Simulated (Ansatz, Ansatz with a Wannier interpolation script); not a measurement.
Rows from a G0W0 calculation on SnO2 (Pnnm) (Ansatz 0.2.0; G0W0 on LDA, plane waves, PAW; 4×4×6 mesh, 284 empty bands, screening to 140 eV), in eV. Spin-orbit coupling is left out.

| row | k | band | start | Σx | Σc at the solution | Vxc |
| --- | --- | --- | --- | --- | --- | --- |
| A | Γ | c1 | 8.933 | -15.755 | -2.662 | -19.135 |
| B | Γ | v1 | 8.251 | -26.095 | 4.672 | -20.913 |
| C | Γ | v4 | 7.103 | -26.368 | 4.191 | -21.713 |
| D | Γ | c2 | 13.770 | -12.549 | -4.882 | -18.632 |
| E | Γ | v3 | 7.626 | -26.133 | 4.924 | -20.694 |
| F | Γ | v2 | 7.633 | -26.167 | 4.882 | -20.776 |

**Question.** Work out each quasiparticle level and how far it moved.

The quasiparticle equation reads E = start + Σx + Σc(E) − Vxc.

| row | E (eV) | shift (eV) |
| --- | --- | --- |
| A | 9.652 | +0.719 |
| B | 7.740 | −0.510 |
| C | 6.638 | −0.464 |
| D | 14.971 | +1.200 |
| E | 7.111 | −0.515 |
| F | 7.125 | −0.508 |

The gap over the computed points goes from 0.68 eV to 1.91 eV.

Limits: not at the basis limit; no spin-orbit coupling; coarse k mesh.

[Runs of the session that timed out or met a known fault of the program may be left out.]

[Hosts, paths, dates, database ids (printed as entryN), source tags and the programs' standing remarks are cut or masked in the printed files.]
